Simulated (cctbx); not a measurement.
**Ti3Sn3PdPt2: as given, inverted or twinned?**

Space group P-62c (no. 190), a = 7.2550 Å, b = 7.2550 Å, c = 7.1930 Å, α = 90.00°, β = 90.00°, γ = 120.00°.

| atom | mult. | x | y | z | Ueq (Å²) |
| --- | --- | --- | --- | --- | --- |
| Pt1 | 4 | 2/3 | 1/3 | 0.9752 | 0.0099 |
| Sn1 | 6 | 0 | 0.7342 | 1/2 | 0.0133 |
| Pd1 | 2 | 0 | 0 | 3/4 | 0.0136 |
| Ti1 | 6 | 0.3880 | 0.9781 | 3/4 | 0.0189 |

This is a model crystal, built by substitution and not relaxed, with assumed displacement parameters.

Data sets are simulated with cctbx and refined with Bijvoet mates kept apart; Flack x is then fitted as the share of an inverted twin with the atoms fixed, Hooft y from the Bijvoet differences. The group is acentric but holds improper operations, so there is an absolute structure (orientation) and no hand.

Untwinned crystal. What Flack and Hooft values should come out?

| λ (Å) | extinction (unmodelled) | d min (Å) | top counts | error (%) | model | R1 | Flack x | s.u. | Hooft y | s.u. | pairs |
| --- | --- | --- | --- | --- | --- | --- | --- | --- | --- | --- | --- |
| 0.71073 | 0 | 0.77 | 40000 | 6 | as given | 0.0100 | 0.012 | 0.007 | 0.014 | 0.008 | 106 |
| 0.71073 | 0 | 0.77 | 40000 | 6 | inverted | 0.0754 | 0.941 | 0.018 | 1.055 | 0.009 | 106 |
| 1.54184 | 0 | 0.83 | 5000 | 4 | as given | 0.0123 | 0.09 | 0.06 | 0.020 | 0.053 | 84 |

With Mo Kα, x is within 3 s.u. of 0, so the absolute structure is right. With Cu Kα, x is within 3 s.u. of 0, so the absolute structure is right, though an s.u. above 0.04 can't exclude a small twin share. Inverting the model turns x into about 1 − x.

A further crystal gives:

| λ (Å) | extinction (unmodelled) | d min (Å) | top counts | error (%) | model | R1 | Flack x | s.u. | Hooft y | s.u. | pairs |
| --- | --- | --- | --- | --- | --- | --- | --- | --- | --- | --- | --- |
| 0.71073 | 0.1 | 0.65 | 70000 | 1.5 | as given | 0.0564 | 0.789 | 0.008 | 0.815 | 0.003 | 181 |

**Question.** What is it?

It was simulated as an inversion twin with a fraction 0.8 of the inverted domain. Flack x is over 3 s.u. from both 0 and 1 and reads that fraction.
